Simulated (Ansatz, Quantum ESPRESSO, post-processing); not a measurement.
# Band line-up of the CdS/MgSe(110) superlattice, 5 + 5 layers, a = 5.846 Å, part 2 of 2

Wanted: the band alignment of the CdS/MgSe(110) superlattice, 5 + 5 layers, a = 5.846 Å.

Quantum ESPRESSO 7.5; plane-wave DFT, LDA, GBRV ultrasoft pseudopotentials; cross-check by Ansatz 0.2.0 with PAW datasets.

So far. Step 11 (Ground state of the superlattice): The run needed 17 iterations to bring the estimated error under 1e-07 Ry; the largest force on any atom, held or free, is 0.62 eV/Å. Step 14 (Projections on atomic orbitals): The atomic orbitals miss 0.5 % of the occupied states; for empty states the projections can miss much more.

## (15) The line-up

Each edge is taken over its own crystal's mean potential and then placed on the mean potential of those layers in the superlattice:

```csv
crystal,valence top − mean (eV),conduction bottom − mean (eV),mean in the superlattice (eV)
CdS,2.120,2.937,2.443
MgSe,2.006,4.609,1.845
```

Valence offset = (2.006 + 1.845) − (2.120 + 2.443) = -0.711 eV; conduction offset = 1.074 eV.

## (16) The same in Ansatz of bulk CdS

A second code with its own PAW datasets, on the same atoms.

Level of this step: plane-wave DFT, LDA, Ansatz PAW (Ansatz 0.2.0).

Input file input.yaml:

```yaml
crystal:
  lattice:
    - [5.846, 0.0, 0.0]
    - [0.0, 4.1337462428, 0.0]
    - [0.0, 0.0, 4.1337462428]
  atoms:
    - { symbol: Cd, position: [0.0, 0.0, 0.0] }
    - { symbol: S, position: [0.25, 0.5, 0.0] }
    - { symbol: Cd, position: [0.5, 0.5, 0.5] }
    - { symbol: S, position: [0.75, 0.0, 0.5] }
kpoints:
  mp_grid: { grid: [6, 8, 8] }
hamiltonian:
  xc: lda
scf:
  occupations: { method: fermi_dirac, width: 0.02 }
  convergence: { dr2_threshold: 1.0e-08 }
output:
  eigenvalues: true
checkpoint:
  write: az.a.run
  compress: false
  write_wavefunctions: false
```

On the command line:

```console
> ansatz run input.yaml --threads 4 --pin off --max-ram 16384MiB --backend cpu --events-out ev --progress --plain --runs-dir out
```

Elapsed: 3.7 s, on 4 threads of Arm Neoverse V1, shared host; peak memory 0.41 GiB.

Read from the output:

```
free energy         : -17977.2485 eV
Fermi energy        : 6.971 eV
gap by band count   : 0.8499 eV
symmetry operations : 16
```

## (17) Cross-check with Ansatz of bulk MgSe

input.yaml, the sections that differ from step 16:

```yaml
crystal:
  lattice:
    - [5.846, 0.0, 0.0]
    - [0.0, 4.1337462428, 0.0]
    - [0.0, 0.0, 4.1337462428]
  atoms:
    - { symbol: Mg, position: [0.0, 0.0, 0.0] }
    - { symbol: Se, position: [0.25, 0.5, 0.0] }
    - { symbol: Mg, position: [0.5, 0.5, 0.5] }
    - { symbol: Se, position: [0.75, 0.0, 0.5] }
checkpoint:
  write: az.b.run
  compress: false
  write_wavefunctions: false
# kpoints, hamiltonian, scf, output: as in step 16
```

Wall time 3.6 s (4 threads); peak memory 0.42 GiB; 14 s of CPU time.

This step gave:

- free energy: -14574.6716 eV
- Fermi energy: 5.723 eV
- gap by band count: 2.605 eV

## (18) Offsets by Ansatz's align-bands

Level of this step: band offsets by ansatz align-bands; plane-wave DFT, LDA, Ansatz PAW (Ansatz 0.2.0).

Input file align.yaml:

```yaml
offset:
  left:
    bulk: { run: az.a.run }
    window: [2.066873121408, 6.200619364225]
    period: 4.133746242817
  right:
    bulk: { run: az.b.run }
    window: [12.40123872845, 16.53498497127]
    period: 4.133746242817
  interface: { run: relax.run, axis: 3 }
```

On the command line:

```console
> ansatz align-bands align.yaml -- --threads 4 --pin off
```

Wall time 27 s (4 threads).

This step gave:

* valence offset: -0.6938 eV
* conduction offset: 1.061 eV
* step of the mean potential: -0.1805 eV
* first crystal's valence top on the superlattice's zero: 5.817 eV
* first crystal's conduction bottom on that zero: 6.667 eV
* second crystal's valence top on the superlattice's zero: 5.124 eV
* second crystal's conduction bottom on that zero: 7.729 eV

The step of the mean potential differs from pw.x's, since each set of potentials has its own local parts; only the offsets compare.

## (19) All levels side by side

All levels:

```csv
level,valence offset (eV),conduction offset (eV),CPU time (s)
QE LDA GBRV ultrasoft,-0.7114,1.074,2614
Ansatz LDA PAW,-0.6938,1.061,247.6
```

The times are CPU seconds on a shared host, for the superlattice and both crystals; the codes use unlike cutoffs and datasets, and Ansatz's time holds its run of the superlattice.

## (20) Ground state of bulk MgSe, with ecutwfc = 20 and ecutrho = 100

A sensitivity test on the input.

Level of this step: plane-wave DFT, LDA, GBRV ultrasoft pseudopotentials (Quantum ESPRESSO 7.5).

Input file b.w0.in:

```
&control
  prefix = 'b.w0'
  outdir = './out'
  pseudo_dir = './pseudo'
  calculation = 'scf'
  tprnfor = .true.
/
&system
  ibrav = 0
  nat = 4
  ntyp = 2
  ecutwfc = 20
  ecutrho = 100
  occupations = 'smearing'
  smearing = 'fd'
  degauss = 0.002
/
&electrons
  conv_thr = 1e-07
  mixing_beta = 0.5
  electron_maxstep = 120
/
ATOMIC_SPECIES
  Mg  24.3050  mg_lda_v1.4.uspp.F.UPF
  Se  78.9710  se_lda_v1.uspp.F.UPF
CELL_PARAMETERS angstrom
  5.84600000000000 0.00000000000000 0.00000000000000
  0.00000000000000 4.13374624281656 0.00000000000000
  0.00000000000000 0.00000000000000 4.13374624281656
ATOMIC_POSITIONS crystal
  Mg  0.000000000000 0.000000000000 0.000000000000
  Se  0.250000000000 0.500000000000 0.000000000000
  Mg  0.500000000000 0.500000000000 0.500000000000
  Se  0.750000000000 0.000000000000 0.500000000000
K_POINTS automatic
  6 8 8 0 0 0
```

On the command line:

```console
> OMP_NUM_THREADS=1 mpirun -n 4 pw.x -nk 4 -in b.w0.in > b.w0.out
```

The job ended after 4.9 s (4 MPI ranks; peak memory 0.25 GiB; 19 s of CPU time).

The changed values were drawn from a wide range, not chosen for quality; the comparison shows what they did here together.

Beside the run it was changed from:

```csv
quantity,this run,unchanged run,difference
free energy (eV),-4570.855,-4583.255,12
wall time (s),4.9,12,
SCF iterations,8,7,
```

The free energy moves by +3.1e+03 meV an atom.

## (21) Results

| Item | Value |
| --- | --- |
| valence top of MgSe less that of CdS | -0.71 eV |
| conduction bottom of MgSe less that of CdS | 1.07 eV |
| gap of bulk CdS along the path | 0.82 eV |
| gap of bulk MgSe along the path | 2.60 eV |
| the valence offset by Ansatz | -0.69 eV |

The valence top of MgSe lies 0.71 eV below that of CdS, and its conduction bottom 1.07 eV above (LDA, GBRV ultrasoft). At this level the alignment is straddling (type I): one gap lies inside the other. The conduction bottom lies at Γ in CdS and at Γ in MgSe. The atoms are held on ideal sites, so the interface is not relaxed. The thickness of the layers was not varied. Quantum ESPRESSO and Ansatz give -0.71 and -0.69 eV for the valence offset, which agree. Both crystals are held cubic at a = 5.846 Å, a typed value between or near their lattice constants, which no run here tested; a real film grown on one of them would be clamped in the plane and relax along the normal. Semilocal gaps are too small and can put the valleys in the wrong order, which spoils the conduction offset more than the valence offset. Spin-orbit coupling is left out; depending on the atoms that carry the levels of interest, it can split and shift them by tens to hundreds of meV.

[Logs are printed without paths, hosts, clocks, repeated set-up lines and the standing remarks that a program may print on its own settings, such as how far it seeks lower states.]

[Hosts, paths, dates, database ids (printed as entryN), source tags and the programs' standing remarks are cut or masked in the printed files.]

[Maps of the electrostatic potential energy from Ansatz leave out the sawtooth potential of an applied field or a dipole correction, so their vacuum need not be flat; planar profiles and work functions include it.]
